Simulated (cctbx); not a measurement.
## Interatomic vectors of Ce4YSbPd2

Space group I4/mcm (no. 140), a = 7.7950 Å, b = 7.7950 Å, c = 13.9050 Å, α = 90.00°, β = 90.00°, γ = 90.00°, content Ce16 Sb4 Pd8 Y4.

Simulated single-crystal data (cctbx): Mo Kα, λ = 0.71073 Å, to d = 0.6 Å, 80 % of the full sphere, strongest reflection 5000 counts, noise from counting, a 2 % proportional error and a noise floor of 8 counts (s.d.); no absorption.

Patterson synthesis, origin scaled to 1000:

```text
Patterson group I 4/m m m
      u       v       w   height  length (A)
  0.000   0.000   0.000   1000.0     0.00
  0.000   0.000   0.274    358.9     3.82
  0.000   0.308   0.500    343.4     7.36
  0.000   0.000   0.360    240.3     5.00
  0.000   0.288   0.140    165.7     2.97
  0.000   0.000   0.500    164.9     6.95
  0.188   0.188   0.500    158.0     7.26
  0.157   0.344   0.119    157.1     3.38
  0.000   0.314   0.220    154.3     3.91
  0.213   0.213   0.140    108.8     3.05
  0.132   0.368   0.250     93.9     4.62
  0.188   0.188   0.220     74.1     3.69
  0.132   0.373   0.000     62.7     3.08
  0.000   0.056   0.053     20.6     0.86
```

**Question.** Which atom pairs make the peaks, and where is the heaviest atom?

A peak at u stands for all pairs with xi − xj = u, with weight Σ ZiZj against Σ Z² = 87240 at the origin. Peak heights follow these weights only roughly, since form factors, motion and series ripples differ, all vectors within 0.55 Å of a peak are counted as merged into it though the farther ones add only part of their weight, and F(000) is left out, which lowers the whole map:

| u | v | w | shortest length (Å) | height | 1000 ΣZiZj/ΣZ² | pairs in the cell |
| --- | --- | --- | --- | --- | --- | --- |
| 0.000 | 0.000 | 0.274 | 3.81 | 359 | 491 | 8 × Ce–Ce, 8 × Sb–Y |
| 0.000 | 0.308 | 0.500 | 4.17 | 343 | 406 | 8 × Ce–Ce, 4 × Pd–Pd |
| 0.000 | 0.000 | 0.360 | 5.01 | 240 | 489 | 16 × Ce–Pd |
| 0.000 | 0.288 | 0.140 | 2.97 | 166 | 245 | 8 × Ce–Pd |
| 0.000 | 0.000 | 0.500 | 5.51 | 165 | 189 | 4 × Sb–Sb, 4 × Y–Y |
| 0.188 | 0.188 | 0.500 | 3.44 | 158 | 203 | 4 × Ce–Ce, 2 × Pd–Pd |
| 0.157 | 0.344 | 0.119 | 3.38 | 157 | 239 | 4 × Ce–Sb, 4 × Ce–Y |
| 0.000 | 0.314 | 0.220 | 3.92 | 154 | 154 | 4 × Ce–Ce |
| 0.213 | 0.213 | 0.140 | 3.05 | 109 | 122 | 4 × Ce–Pd |
| 0.132 | 0.368 | 0.250 | 4.62 | 94 | 108 | 4 × Sb–Pd |

The table stops at ten peaks or at a height of 45, below which ripples compete. In the model behind the data Ce, the heaviest element, has 1 independent site: (0.6565, 0.8435, 0.1398), up to an allowed shift of origin; the Ce–Ce vectors are differences of these positions and their symmetry mates. Elements of similar Z can't be told apart from the map alone. The whole model:

```csv
atom,mult.,x,y,z,Ueq (Å²)
Ce1,16,0.6565,0.8435,0.1398,0.0046
Sb1,4,1/2,1/2,1/4,0.0053
Pd1,8,0.1320,0.3680,0,0.0047
Y1,4,1/2,1/2,0,0.0045
```

The model is made up (kin elements in a known structure type, no relaxation), so it says nothing on whether the phase exists.

[Logs are printed without paths, hosts, clocks, repeated set-up lines and the standing remarks that a program may print on its own settings, such as how far it seeks lower states.]
